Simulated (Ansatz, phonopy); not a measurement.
# GaC (hypothetical, Pm-3m): phonons against volume, part 4 of 4

Which modes of GaC (hypothetical) drive its thermal expansion? The crystal structure is hypothetical: it was made by swapping elements on a known structure type.

Ansatz 0.2.0; DFT PBEsol, scalar-relativistic, plane waves, PAW.

So far, highest frequency (cm⁻¹): step 6 (phonons, V/V0 1) 240.

### Step 10. Phonons, V/V0 0.985

The same q-mesh and k-mesh are kept at every volume, so that much of their error can cancel in the differences.

File input.yaml:

```yaml
crystal:
  lattice:
    - [2.7581077657, 0.0, 0.0]
    - [0.0, 2.7581077657, 0.0]
    - [0.0, 0.0, 2.7581077657]
  atoms:
    - { symbol: Ga, position: [0.0, 0.0, 0.0] }
    - { symbol: C, position: [0.5, 0.5, 0.5] }
kpoints:
  mp_grid: { grid: [16, 16, 16] }
hamiltonian:
  xc: pbesol
scf:
  occupations: { method: methfessel_paxton, width: 0.15 }
output:
  eigenvalues: true
phonons:
  method: dfpt
  qmesh: [4, 4, 4]
  temperatures: { t_max: 1000, t_step: 50 }
  qpath:
    path:
      - [[0.0, 0.0, 0.0], [0.0, 0.5, 0.0], [0.5, 0.5, 0.0], [0.0, 0.0, 0.0], [0.5, 0.5, 0.5], [0.0, 0.5, 0.0]]
      - [[0.5, 0.5, 0.5], [0.5, 0.5, 0.0]]
    npoints: 10
```

Run with:

```bash
$ ansatz run input.yaml --threads 4 --pin off --max-ram 8192MiB --backend cpu --events-out ev --progress --plain --runs-dir out
```

Numbers of over 12 decimals in the logs are rounded to 6 here.

Output:

```text
[...]
Crystal: 2 atoms, lattice volume = 20.981 Å³
Basis set: ecut = 420 eV, 437 PW (Γ), exchange–correlation on 40×40×40 points (8 copies of the dense FFT grid, shifted against one another)
Bands: 13, of which v1, the nominal top of the filled ones, is band 9 counted from 1 (8 counted from 0)
Symmetry: 48 space group operations
k-points: 165 of 4096
[...]
k-point 164: bands = [... 5 lower, 5.5623, 10.2893, 10.2893, 10.2893, 13.4793, 13.4793, 13.4793, 15.0628]
[...]
ASR residual: 5.125e-6 → 0.000e0 eV/Å²; symmetrization residual: 2.960e-6 eV/Å²
  ASR residual per site (eV/Å²): 8.13e-7 5.13e-6
  Γ frequencies (cm⁻¹): -122.50 -122.50 -122.50 0.00 0.00 0.00
--- Phonons (arbitrary-q DFPT): 10 irreducible q on the 4×4×4 mesh ---
[...]
interpolated dispersion: 62 rows × 6 modes
[...]
[key lines of the parts left out:]
SCF converged after 8 iterations
Free energy (F): -3986.130779 eV
Fermi energy:    12.710800 eV
```

Wall time 3.1 min (4 threads of Arm Neoverse V2, shared host); peak memory 1.8 GiB.

No LO-TO term. The phonon branches at the labelled points (cm⁻¹):

| point | branch 1 | branch 2 | branch 3 | branch 4 | branch 5 | branch 6 |
| --- | --- | --- | --- | --- | --- | --- |
| Γ | -122 | -122 | -122 | 0 | 0 | 0 |
| halfway | -184 | -184 | -154 | -47 | -47 | 144 |
| X | -328 | -328 | -68 | -68 | 186 | 258 |
| halfway | -429 | -313 | -96 | 120 | 199 | 251 |
| M | -455 | -112 | 181 | 181 | 218 | 218 |
| halfway | -349 | -271 | -184 | -75 | 126 | 139 |
| Γ | -122 | -122 | -122 | 0 | 0 | 0 |
| halfway | -353 | -223 | -223 | 120 | 120 | 124 |
| R | -252 | -252 | -252 | 181 | 181 | 181 |
| halfway | -379 | -350 | 105 | 112 | 191 | 210 |
| X | -328 | -328 | -68 | -68 | 186 | 258 |
| jump to R | -252 | -252 | -252 | 181 | 181 | 181 |
| halfway | -570 | 94 | 151 | 151 | 180 | 180 |
| M | -455 | -112 | 181 | 181 | 218 | 218 |

The phonon branches as a text plot (rows in cm⁻¹):

```
    241 |      ********                              *****
    207 |         *******                           ****      ***
    172 |    *****   ********              *********    *********
    137 |   * *     *    * ***          ****      **       ***
    103 |  *       *          **       *            *        *
     68 | *       *   *  *     **   ***           *  *      *
     33 |*                       * *                  *
     -1 |*                       **
    -36 | ****                 **                      *
    -71 |    ******       *  **                         **    *
   -105 |**        **********    **                            **
   -140 |****              **   ** **                      *
   -175 |  **        *    *  ****                *
   -209 |    *                 *    *****
   -244 |           *      ** *          **   ***         *
   -279 |     *              **      **    ***  *         *
   -313 |      **                          **    *       *
   -348 |        ***         *         ****      ********
   -383 |         *                               *****
   -417 |          *       **
   -452 |           *******                                *
   -486 |                                                       *
   -521 |                                                   *  *
   -556 |                                                    **
         Γ      X      M          Γ            R        X|R     M
```

The lowest solved frequency is -570 cm⁻¹, so the cell is unstable here and gives no valid free energy.

### Step 11. Single point at a scaled cell, V/V0 1.03

Symmetry fixes every atom, so a single point at the scaled cell gives the energy and pressure of this member.

The cell differs from the one that the last finished run ended in (a 2.758 → 2.799 Å, b 2.758 → 2.799 Å, c 2.758 → 2.799 Å).

input.yaml, the sections that differ from step 10:

```yaml
crystal:
  lattice:
    - [2.7994855434, 0.0, 0.0]
    - [0.0, 2.7994855434, 0.0]
    - [0.0, 0.0, 2.7994855434]
  atoms:
    - { symbol: Ga, position: [0.0, 0.0, 0.0] }
    - { symbol: C, position: [0.5, 0.5, 0.5] }
output:
  forces: true
  stress: true
  eigenvalues: true
# kpoints, hamiltonian, scf: as in step 10
# phonons: removed
```

Output:

```text
[...]
Crystal: 2 atoms, lattice volume = 21.940 Å³
Basis set: ecut = 420 eV, 437 PW (Γ), exchange–correlation on 40×40×40 points (8 copies of the dense FFT grid, shifted against one another)
Bands: 13, of which v1, the nominal top of the filled ones, is band 9 counted from 1 (8 counted from 0)
Symmetry: 48 space group operations
[...]
k-points: 165 of 4096
[...]
--- Band table (eV; the first three rows and the last of 165) ---
  k-point 0: bands = [... 5 lower, -2.8286, 11.6506, 11.6506, 11.6506, 12.9917, 20.6652, 20.6652, 25.5588]
  k-point 1: bands = [... 5 lower, -2.8281, 10.9233, 11.7045, 11.7045, 13.4748, 20.7292, 20.8489, 25.4177]
  k-point 2: bands = [... 5 lower, -2.8266, 9.6365, 11.8633, 11.8633, 14.1143, 20.9216, 21.1734, 25.0070]
  k-point 164: bands = [... 5 lower, 4.7704, 9.6593, 9.6593, 9.6593, 12.7990, 12.7990, 12.7990, 13.9397]
[key lines of the parts left out:]
SCF converged after 6 iterations
Free energy (F): -3986.124783 eV
Fermi energy:    11.948378 eV
P = ⅓ Tr σ = -3.9937 GPa (-39.937 kbar)
```

Wall time 0.7 s (4 threads); peak memory 0.33 GiB.

The run ends at a pressure of -3.99 GPa.

### Step 12. Phonons, V/V0 1.03

The same q-mesh and k-mesh are kept at every volume, so that much of their error can cancel in the differences.

input.yaml, the sections that differ from step 11:

```yaml
output:
  eigenvalues: true
phonons:
  method: dfpt
  qmesh: [4, 4, 4]
  temperatures: { t_max: 1000, t_step: 50 }
  qpath:
    path:
      - [[0.0, 0.0, 0.0], [0.0, 0.5, 0.0], [0.5, 0.5, 0.0], [0.0, 0.0, 0.0], [0.5, 0.5, 0.5], [0.0, 0.5, 0.0]]
      - [[0.5, 0.5, 0.5], [0.5, 0.5, 0.0]]
    npoints: 10
# crystal, kpoints, hamiltonian, scf: as in step 11
```

Output:

```text
[...]
Crystal: 2 atoms, lattice volume = 21.940 Å³
Basis set: ecut = 420 eV, 437 PW (Γ), exchange–correlation on 40×40×40 points (8 copies of the dense FFT grid, shifted against one another)
Bands: 13, of which v1, the nominal top of the filled ones, is band 9 counted from 1 (8 counted from 0)
Symmetry: 48 space group operations
k-points: 165 of 4096
[...]
k-point 164: bands = [... 5 lower, 4.7704, 9.6592, 9.6592, 9.6592, 12.7990, 12.7990, 12.7990, 13.9396]
[...]
ASR residual: 2.282e-5 → 0.000e0 eV/Å²; symmetrization residual: 2.561e-6 eV/Å²
  ASR residual per site (eV/Å²): 1.03e-6 2.28e-5
  Γ frequencies (cm⁻¹): -160.45 -160.45 -160.45 0.00 0.00 0.00
--- Phonons (arbitrary-q DFPT): 10 irreducible q on the 4×4×4 mesh ---
[...]
interpolated dispersion: 62 rows × 6 modes
[...]
[key lines of the parts left out:]
SCF converged after 8 iterations
Free energy (F): -3986.124783 eV
Fermi energy:    11.948341 eV
```

Wall time 3.1 min (4 threads); peak memory 1.9 GiB; 12 min of CPU time.

The lowest solved frequency is -543 cm⁻¹, so the cell is unstable here and gives no valid free energy.

### Step 13. A cell at another volume, V/V0 0.97

Symmetry fixes every atom, so a single point at the scaled cell gives the energy and pressure of this member.

The cell differs from the one that the last finished run ended in (a 2.799 → 2.744 Å, b 2.799 → 2.744 Å, c 2.799 → 2.744 Å).

input.yaml, the sections that differ from step 12:

```yaml
crystal:
  lattice:
    - [2.7440355424, 0.0, 0.0]
    - [0.0, 2.7440355424, 0.0]
    - [0.0, 0.0, 2.7440355424]
  atoms:
    - { symbol: Ga, position: [0.0, 0.0, 0.0] }
    - { symbol: C, position: [0.5, 0.5, 0.5] }
output:
  forces: true
  stress: true
  eigenvalues: true
# kpoints, hamiltonian, scf: as in step 12
# phonons: removed
```

Output:

```text
[...]
Crystal: 2 atoms, lattice volume = 20.662 Å³
Basis set: ecut = 420 eV, 437 PW (Γ), exchange–correlation on 40×40×40 points (8 copies of the dense FFT grid, shifted against one another)
Bands: 13, of which v1, the nominal top of the filled ones, is band 9 counted from 1 (8 counted from 0)
Symmetry: 48 space group operations
[...]
k-points: 165 of 4096
[...]
--- Band table (eV; the first three rows and the last of 165) ---
  k-point 0: bands = [... 5 lower, -1.8829, 12.5977, 12.5977, 12.5977, 14.6023, 21.7930, 21.7930, 27.3557]
  k-point 1: bands = [... 5 lower, -1.8822, 11.9271, 12.6564, 12.6564, 15.0097, 21.8585, 22.0159, 27.2000]
  k-point 2: bands = [... 5 lower, -1.8805, 10.6137, 12.8269, 12.8269, 15.6231, 22.0549, 22.4558, 26.7410]
  k-point 164: bands = [... 5 lower, 5.8414, 10.5124, 10.5124, 10.5124, 13.7195, 13.7195, 13.7195, 15.4604]
[key lines of the parts left out:]
SCF converged after 6 iterations
Free energy (F): -3986.123854 eV
Fermi energy:    12.980273 eV
P = ⅓ Tr σ = 4.7291 GPa (47.291 kbar)
```

Elapsed: 0.69 s, on 4 threads; peak memory 0.33 GiB; 2.1 s of CPU time.

The run ends at a pressure of 4.73 GPa.

### Step 14. Lattice dynamics at this volume, V/V0 0.97

Phonons at this volume give one point of F(V, T); meshes stay fixed along the series.

input.yaml, the sections that differ from step 13:

```yaml
output:
  eigenvalues: true
phonons:
  method: dfpt
  qmesh: [4, 4, 4]
  temperatures: { t_max: 1000, t_step: 50 }
  qpath:
    path:
      - [[0.0, 0.0, 0.0], [0.0, 0.5, 0.0], [0.5, 0.5, 0.0], [0.0, 0.0, 0.0], [0.5, 0.5, 0.5], [0.0, 0.5, 0.0]]
      - [[0.5, 0.5, 0.5], [0.5, 0.5, 0.0]]
    npoints: 10
# crystal, kpoints, hamiltonian, scf: as in step 13
```

Output:

```text
[...]
Crystal: 2 atoms, lattice volume = 20.662 Å³
Basis set: ecut = 420 eV, 437 PW (Γ), exchange–correlation on 40×40×40 points (8 copies of the dense FFT grid, shifted against one another)
Bands: 13, of which v1, the nominal top of the filled ones, is band 9 counted from 1 (8 counted from 0)
Symmetry: 48 space group operations
k-points: 165 of 4096
[...]
k-point 164: bands = [... 5 lower, 5.8414, 10.5124, 10.5124, 10.5124, 13.7195, 13.7195, 13.7195, 15.4604]
[...]
ASR residual: 9.523e-6 → 0.000e0 eV/Å²; symmetrization residual: 3.069e-6 eV/Å²
  ASR residual per site (eV/Å²): 1.72e-7 9.52e-6
  Γ frequencies (cm⁻¹): -104.08 -104.08 -104.08 0.00 0.00 0.00
--- Phonons (arbitrary-q DFPT): 10 irreducible q on the 4×4×4 mesh ---
[...]
interpolated dispersion: 62 rows × 6 modes
[...]
[key lines of the parts left out:]
SCF converged after 8 iterations
Free energy (F): -3986.123854 eV
Fermi energy:    12.980248 eV
```

The job ended after 3 min (4 threads; peak memory 1.8 GiB; 11 min of CPU time).

The lowest solved frequency is -580 cm⁻¹, so the cell is unstable here and gives no valid free energy.

### Step 15. Single point at a scaled cell, V/V0 1.05

Symmetry fixes every atom, so a single point at the scaled cell gives the energy and pressure of this member.

The cell differs from the one that the last finished run ended in (a 2.744 → 2.817 Å, b 2.744 → 2.817 Å, c 2.744 → 2.817 Å).

input.yaml, the sections that differ from step 14:

```yaml
crystal:
  lattice:
    - [2.8174891607, 0.0, 0.0]
    - [0.0, 2.8174891607, 0.0]
    - [0.0, 0.0, 2.8174891607]
  atoms:
    - { symbol: Ga, position: [0.0, 0.0, 0.0] }
    - { symbol: C, position: [0.5, 0.5, 0.5] }
output:
  forces: true
  stress: true
  eigenvalues: true
# kpoints, hamiltonian, scf: as in step 14
# phonons: removed
```

Output:

```text
[...]
Crystal: 2 atoms, lattice volume = 22.366 Å³
Basis set: ecut = 420 eV, 461 PW (Γ), exchange–correlation on 40×40×40 points (8 copies of the dense FFT grid, shifted against one another)
Bands: 13, of which v1, the nominal top of the filled ones, is band 9 counted from 1 (8 counted from 0)
Symmetry: 48 space group operations
[...]
k-points: 165 of 4096
[...]
--- Band table (eV; the first three rows and the last of 165) ---
  k-point 0: bands = [... 5 lower, -3.1221, 11.3562, 11.3562, 11.3562, 12.4957, 20.3162, 20.3162, 25.0031]
  k-point 1: bands = [... 5 lower, -3.1216, 10.6052, 11.4096, 11.4096, 13.0093, 20.3798, 20.4869, 24.8675]
  k-point 2: bands = [... 5 lower, -3.0223, 9.3287, 11.5648, 11.5648, 13.6545, 20.5708, 20.7735, 24.4708]
  k-point 164: bands = [... 5 lower, 4.4383, 9.3964, 9.3964, 9.3964, 12.5148, 12.5148, 12.5148, 13.4716]
[key lines of the parts left out:]
SCF converged after 6 iterations
Free energy (F): -3986.111065 eV
Fermi energy:    11.629585 eV
P = ⅓ Tr σ = -6.2821 GPa (-62.821 kbar)
```

Elapsed: 0.71 s, on 4 threads; peak memory 0.33 GiB.

The run ends at a pressure of -6.28 GPa.

### Step 16. Lattice dynamics at this volume, V/V0 1.05

Phonons at this volume give one point of F(V, T); meshes stay fixed along the series.

input.yaml, the sections that differ from step 15:

```yaml
output:
  eigenvalues: true
phonons:
  method: dfpt
  qmesh: [4, 4, 4]
  temperatures: { t_max: 1000, t_step: 50 }
  qpath:
    path:
      - [[0.0, 0.0, 0.0], [0.0, 0.5, 0.0], [0.5, 0.5, 0.0], [0.0, 0.0, 0.0], [0.5, 0.5, 0.5], [0.0, 0.5, 0.0]]
      - [[0.5, 0.5, 0.5], [0.5, 0.5, 0.0]]
    npoints: 10
# crystal, kpoints, hamiltonian, scf: as in step 15
```

Output:

```text
[...]
Crystal: 2 atoms, lattice volume = 22.366 Å³
Basis set: ecut = 420 eV, 461 PW (Γ), exchange–correlation on 40×40×40 points (8 copies of the dense FFT grid, shifted against one another)
Bands: 13, of which v1, the nominal top of the filled ones, is band 9 counted from 1 (8 counted from 0)
Symmetry: 48 space group operations
k-points: 165 of 4096
[...]
k-point 164: bands = [... 5 lower, 4.4383, 9.3964, 9.3964, 9.3964, 12.5147, 12.5147, 12.5147, 13.4716]
[...]
ASR residual: 1.805e-6 → 0.000e0 eV/Å²; symmetrization residual: 1.490e-6 eV/Å²
  ASR residual per site (eV/Å²): 3.99e-7 1.81e-6
  Γ frequencies (cm⁻¹): -172.32 -172.32 -172.32 0.00 0.00 0.00
--- Phonons (arbitrary-q DFPT): 10 irreducible q on the 4×4×4 mesh ---
[...]
interpolated dispersion: 62 rows × 6 modes
[...]
[key lines of the parts left out:]
SCF converged after 8 iterations
Free energy (F): -3986.111065 eV
Fermi energy:    11.629551 eV
```

Elapsed: 3.4 min, on 4 threads; peak memory 1.9 GiB; 13 min of CPU time.

The lowest solved frequency is -533 cm⁻¹, so the cell is unstable here and gives no valid free energy.

### Step 17. Mode Grüneisen parameters

This step: DFT PBEsol, scalar-relativistic, plane waves, PAW (phonopy 4.10.0).

Volume series, by row:

| V/V0 | V (Å³/atom) | pressure (GPa) | E - E0 (meV/atom) | gap (eV) | zero-point energy (meV/atom) | lowest on the path (cm⁻¹) | highest at Gamma without the LO-TO term (cm⁻¹) |
| --- | --- | --- | --- | --- | --- | --- | --- |
| 0.97 | 10.33 | 4.729 | 4.611 | 0 | - | -582.8 | 0 |
| 0.985 | 10.49 | 2.261 | 1.126 | 0 | - | -573.1 | 0 |
| 1 | 10.65 | -0.007 | 0 | 0 | - | -564.1 | 0 |
| 1.015 | 10.81 | -2.089 | 1.055 | 0 | - | -555.7 | 0 |
| 1.03 | 10.97 | -3.994 | 4.111 | 0 | - | -547.9 | 0 |
| 1.05 | 11.18 | -6.282 | 10.99 | 0 | - | -538.5 | 0 |

Table of optical frequency at Gamma without the LO-TO term, mode 1 by V/V0:

| V/V0 | optical frequency at Gamma without the LO-TO term, mode 1 (cm⁻¹) |
| --- | --- |
| 0.9700 | -104 |
| 0.9850 | -122 |
| 1.0000 | -137 |
| 1.0150 | -150 |
| 1.0300 | -160 |
| 1.0500 | -172 |

### Step 18. Summary of results

```
lowest frequency over the volumes : -583 cm⁻¹
```

Imaginary modes appear at V/V0 = 0.97, 0.985, 1, 1.015, 1.03 and 1.05, so too few stable volumes remain for a free-energy fit. Mode Grüneisen parameters diverge near a vanishing branch and are not given. The softest solved mode at V/V0 = 0.97 is 580i cm⁻¹ at q = (0.25, -0.5, -0.5), and 10 of 10 solved wavevectors carry a mode beyond 8i cm⁻¹. In a metal soft modes also hang on the k-mesh and the smearing, which were not converged here. The PAW files were made for PBE and are used here under another functional, for which the program regenerates the frozen cores.

[Logs are printed without paths, hosts, clocks, repeated set-up lines and the standing remarks that a program may print on its own settings, such as how far it seeks lower states.]

[Hosts, paths, dates, database ids (printed as entryN), source tags and the programs' standing remarks are cut or masked in the printed files.]

[A step with changed settings may run another functional than the one named; its input shows which.]

[Of the runs on displaced cells, only some may be shown.]
